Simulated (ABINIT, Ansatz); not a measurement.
# AlBiTe3 (Pm-3m): zone-centre phonons

Wanted: the vibrations of AlBiTe3 (Pm-3m) at Γ, by two programs.

Main program and level: ABINIT 10.8.3; DFT LDA, scalar-relativistic, plane waves, HGH norm-conserving pseudopotentials.

The structure was built from a prototype and need not be the compound's stable phase.

## (1) Set-up

Symmetry: Pm-3m, No. 221, cubic system. The conventional cell has a = 5.209 Å, b = 5.209 Å, c = 5.209 Å, α = 90.00°, β = 90.00°, γ = 90.00°. Nearest to Bi lie 12 Te at 3.68 Å. Nearest to Al lie 6 Te at 2.60 Å. Te has 2 Al at 2.60 Å and 4 Bi at 3.68 Å nearest. Farther neighbours and most contacts between anions are not listed.

## (2) Relaxing the cell and atoms

The harmonic expansion needs vanishing forces, and a free crystal bears no stress, so cell and atoms are brought to rest. Stress is more sensitive to the basis than forces are: the last 3 Ha under the cutoff are smoothed with ecutsm, and the cutoff is raised above that of the later runs.

The starting cell comes from a relaxation made beforehand in Ansatz (LDA, PseudoDojo NC).

File relax.abi:

```
# relaxation
ionmov 2
optcell 2
dilatmx 1.08
ntime 40
tolmxf 1.0d-05
tolvrs 1.0d-14
prtwf 0
prtden 0
chksymtnons 0

# basis, mesh and filling
ecut 26.0
ecutsm 3.0
ixc 7
ngkpt 4 4 4
nshiftk 1
shiftk 0.0 0.0 0.0
istwfk *1
occopt 7
tsmear 0.01
nband 20
nstep 100
diemac 1000000.0
prtebands 0
prtgsr 0

# cell and atoms
acell 9.842764097 9.842764097 9.842764097
rprim 
    1.0 0.0 0.0
    0.0 1.0 0.0
    0.0 0.0 1.0
ntypat 3
znucl 83 13 52
natom 5
typat 1 2 3 3 3
xred 
    0.0 0.0 0.0
    0.5 0.5 0.5
    0.5 0.5 0.0
    0.5 0.0 0.5
    0.0 0.5 0.5
pp_dirpath "./pseudo"
pseudos "Bi.hgh, Al.hgh, Te.hgh"
```

Started as:

```
OMP_NUM_THREADS=1 mpirun -n 4 abinit relax.abi > relax.log
```

Numbers of over 12 decimals in the logs are rounded to 6 here.

relax.abo, the main output file:

```text
[banners, grids, parts of the stress and lines that vanish by symmetry left out]
- input  file    -> relax.abi
- output file    -> relax.abo
- root for input  files -> relaxi
[...]
Symmetries : space group Pm -3 m (#221); Bravais cP (primitive cubic)
[...]
mpw =        7664          nfft =      125000          nkpt =          10
[...]
== DATASET  1 ==================================================================
[...]
cutoff_energies: {ecut:  26.0, pawecutdg:  -1.0, }
[...]
Exchange-correlation functional for the present dataset will be:
  LDA: Perdew-Wang 92 LSD fit to Ceperley-Alder data - ixc=7
[...]
ETOT  1  -32.262359772140    -3.226E+01 5.155E-02 1.214E+03
 ETOT  2  -32.398512112526    -1.362E-01 4.238E-03 1.285E+02
 ETOT  3  -32.414628352931    -1.612E-02 1.142E-03 1.600E+01
 ETOT  4  -32.416768764654    -2.140E-03 4.468E-04 1.477E-01
 ETOT  5  -32.416789639671    -2.088E-05 2.612E-04 8.406E-04
[...]
At SCF step   13       vres2   =  2.41E-15 < tolvrs=  1.00E-14 =>converged.
[...]
sigma(1 1)= -1.83112841E-05  sigma(3 2)=  0.00000000E+00
  sigma(2 2)= -1.83112841E-05  sigma(3 1)=  0.00000000E+00
  sigma(3 3)= -1.83112841E-05  sigma(2 1)=  0.00000000E+00
[...]
convergence: {deltae:  3.340E-13, res2:  2.413E-15, residm:  5.655E-06, diffor: null, }
etotal    :  -3.24167898E+01
[...]
ETOT  1  -32.416799603931    -3.242E+01 3.121E-06 1.487E-01
[...]
At SCF step    9       vres2   =  1.98E-15 < tolvrs=  1.00E-14 =>converged.
[...]
sigma(1 1)= -1.51287286E-05  sigma(3 2)=  0.00000000E+00
  sigma(2 2)= -1.51287286E-05  sigma(3 1)=  0.00000000E+00
  sigma(3 3)= -1.51287286E-05  sigma(2 1)=  0.00000000E+00
[...]
convergence: {deltae:  1.279E-13, res2:  1.978E-15, residm:  3.233E-07, diffor: null, }
etotal    :  -3.24168160E+01
[...]
ETOT  1  -32.416485427971    -3.242E+01 4.087E-06 3.487E+00
[...]
At SCF step   10       vres2   =  3.29E-16 < tolvrs=  1.00E-14 =>converged.
[...]
sigma(1 1)= -2.07767670E-07  sigma(3 2)=  0.00000000E+00
  sigma(2 2)= -2.07767670E-07  sigma(3 1)=  0.00000000E+00
  sigma(3 3)= -2.07767670E-07  sigma(2 1)=  0.00000000E+00
[...]
convergence: {deltae: -8.669E-13, res2:  3.288E-16, residm:  3.294E-06, diffor: null, }
etotal    :  -3.24168737E+01
[...]
ETOT  1  -32.416873618578    -3.242E+01 3.440E-06 6.796E-04
[...]
ETOT  7  -32.416873694213    -1.037E-12 1.289E-06 1.004E-14
 ETOT  8  -32.416873694212     1.563E-13 3.883E-06 1.727E-16
 At SCF step    8       vres2   =  1.73E-16 < tolvrs=  1.00E-14 =>converged.
[...]
sigma(1 1)= -2.44150457E-09  sigma(3 2)=  0.00000000E+00
  sigma(2 2)= -2.44150457E-09  sigma(3 1)=  0.00000000E+00
  sigma(3 3)= -2.44150457E-09  sigma(2 1)=  0.00000000E+00
[...]
convergence: {deltae:  1.563E-13, res2:  1.727E-16, residm:  3.883E-06, diffor: null, }
etotal    :  -3.24168737E+01
[...]
At Broyd/MD step   4, gradients are converged :
[...]
sigma(1 1)= -2.44150457E-09  sigma(3 2)=  0.00000000E+00
  sigma(2 2)= -2.44150457E-09  sigma(3 1)=  0.00000000E+00
  sigma(3 3)= -2.44150457E-09  sigma(2 1)=  0.00000000E+00
[...]
- sigma(1 1)= -7.18315443E-05  sigma(3 2)=  0.00000000E+00
- sigma(2 2)= -7.18315444E-05  sigma(3 1)=  0.00000000E+00
- sigma(3 3)= -7.18315443E-05  sigma(2 1)=  0.00000000E+00
[...]
fcart     -0.0000000000E+00 -0.0000000000E+00 -0.0000000000E+00
           strten     -2.4415045671E-09 -2.4415045688E-09 -2.4415045671E-09
================================================================================

[key lines of the parts left out:]
pressure_GPa:   7.1832E-05
Total energy (etotal) [Ha]= -3.24168736942125E+01
```

Elapsed: 78 s, on 4 MPI ranks of Intel Xeon at 2.70GHz, shared host; 5.2 min of CPU time.

The steps of the relaxation:

```csv
step,energy less that of the first step (eV),largest force (eV/Å),volume (Å³)
1,0.0000,0.0000,141.30
2,-0.0007,0.0000,141.54
3,-0.0023,0.0000,142.66
4,-0.0023,0.0000,142.67
```

| conventional cell, symmetrised | before | after | change |
| --- | --- | --- | --- |
| a (Å) | 5.209 | 5.225 | +0.3 % |
| b (Å) | 5.209 | 5.225 | +0.3 % |
| c (Å) | 5.209 | 5.225 | +0.3 % |
| volume (Å³/atom) | 28.26 | 28.53 | +1.0 % |

Final coordinates:

```cif
data_structure
_symmetry_space_group_name_H-M 'P 1'
_symmetry_Int_Tables_number 1
_cell_length_a 5.2254
_cell_length_b 5.2254
_cell_length_c 5.2254
_cell_angle_alpha 90.000
_cell_angle_beta 90.000
_cell_angle_gamma 90.000
_cell_volume 142.67
loop_
_atom_site_label
_atom_site_type_symbol
_atom_site_fract_x
_atom_site_fract_y
_atom_site_fract_z
_atom_site_occupancy
Bi1 Bi 0.00000 0.00000 0.00000 1
Al2 Al 0.50000 0.50000 0.50000 1
Te3 Te 0.50000 0.50000 0.00000 1
Te4 Te 0.50000 0.00000 0.50000 1
Te5 Te 0.00000 0.50000 0.50000 1
```

Numbers from this step:

| Property | Result |
| --- | --- |
| volume per atom | 28.53 Å³ |
| pressure | 7.18e-5 GPa |
| gap on the k-mesh | 0 eV |

The volume changes by +1.0 % from the cell with which this run began.

## (3) Self-consistent run for the response

First-order wavefunctions inherit every error of the ground state, hence the very tight tolvrs. Occupations are smeared.

File gs.abi:

```
# ground state
tolvrs 1.0d-16
prtden 1
prtwf 1

# basis, mesh and filling
ecut 20.0
ixc 7
ngkpt 4 4 4
nshiftk 1
shiftk 0.0 0.0 0.0
istwfk *1
occopt 7
tsmear 0.01
nband 20
nstep 100
diemac 1000000.0
prtebands 0
prtgsr 0

# cell and atoms
acell 9.874484099 9.874484099 9.874484099
rprim 
    1.0 0.0 0.0
    0.0 1.0 0.0
    0.0 0.0 1.0
ntypat 3
znucl 83 13 52
natom 5
typat 1 2 3 3 3
xred 
    0.0 0.0 0.0
    0.5 0.5 0.5
    0.5 0.5 0.0
    0.5 0.0 0.5
    0.0 0.5 0.5
pp_dirpath "./pseudo"
pseudos "Bi.hgh, Al.hgh, Te.hgh"
```

Started as:

```
OMP_NUM_THREADS=1 mpirun -n 4 abinit gs.abi > gs.log
```

gs.abo, the main output file:

```text
[banners, grids, parts of the stress and lines that vanish by symmetry left out]
- input  file    -> gs.abi
- output file    -> gs.abo
- root for input  files -> gsi
[...]
Symmetries : space group Pm -3 m (#221); Bravais cP (primitive cubic)
[...]
mpw =        4224          nfft =       64000          nkpt =          10
[...]
== DATASET  1 ==================================================================
[...]
cutoff_energies: {ecut:  20.0, pawecutdg:  -1.0, }
[...]
Exchange-correlation functional for the present dataset will be:
  LDA: Perdew-Wang 92 LSD fit to Ceperley-Alder data - ixc=7
[...]
ETOT  1  -32.264159219459    -3.226E+01 3.116E-02 6.301E+02
 ETOT  2  -32.396429627722    -1.323E-01 2.734E-02 7.132E+01
 ETOT  3  -32.413863753643    -1.743E-02 3.709E-03 8.462E+00
 ETOT  4  -32.416110637630    -2.247E-03 2.101E-03 6.824E-02
 ETOT  5  -32.416129810235    -1.917E-05 1.387E-03 1.925E-04
[...]
ETOT 12  -32.416129866697     2.132E-13 9.755E-05 8.080E-16
 ETOT 13  -32.416129866696     2.700E-13 1.024E-04 5.573E-17
 At SCF step   13       vres2   =  5.57E-17 < tolvrs=  1.00E-16 =>converged.
[...]
sigma(1 1)=  4.28155729E-06  sigma(3 2)=  0.00000000E+00
  sigma(2 2)=  4.28155729E-06  sigma(3 1)=  0.00000000E+00
  sigma(3 3)=  4.28155729E-06  sigma(2 1)=  0.00000000E+00
[...]
convergence: {deltae:  2.700E-13, res2:  5.573E-17, residm:  1.024E-04, diffor: null, }
etotal    :  -3.24161299E+01
[...]
sigma(1 1)=  4.28155729E-06  sigma(3 2)=  0.00000000E+00
  sigma(2 2)=  4.28155729E-06  sigma(3 1)=  0.00000000E+00
  sigma(3 3)=  4.28155729E-06  sigma(2 1)=  0.00000000E+00
[...]
- sigma(1 1)=  1.25967764E-01  sigma(3 2)=  0.00000000E+00
- sigma(2 2)=  1.25967764E-01  sigma(3 1)=  0.00000000E+00
- sigma(3 3)=  1.25967764E-01  sigma(2 1)=  0.00000000E+00
[...]
fcart     -0.0000000000E+00 -0.0000000000E+00 -0.0000000000E+00
           strten      4.2815572901E-06  4.2815572901E-06  4.2815572901E-06
================================================================================

[key lines of the parts left out:]
pressure_GPa:  -1.2597E-01
```

Elapsed: 13 s, on 4 MPI ranks; 52 s of CPU time.

Numbers from this step:

```yaml
pressure: -0.1260 GPa
```

The cell stands at -0.13 GPa: the relaxation ran with a smoothed and higher cutoff, and the difference is a stress of the finite basis.

(Part 1 of 5 ends here.)

[Host names and launcher messages were left out of these logs when they were recorded.]

[Logs are printed without paths, hosts, clocks, repeated set-up lines and the standing remarks that a program may print on its own settings, such as how far it seeks lower states.]

[Hosts, paths, dates, database ids (printed as entryN), source tags and the programs' standing remarks are cut or masked in the printed files.]
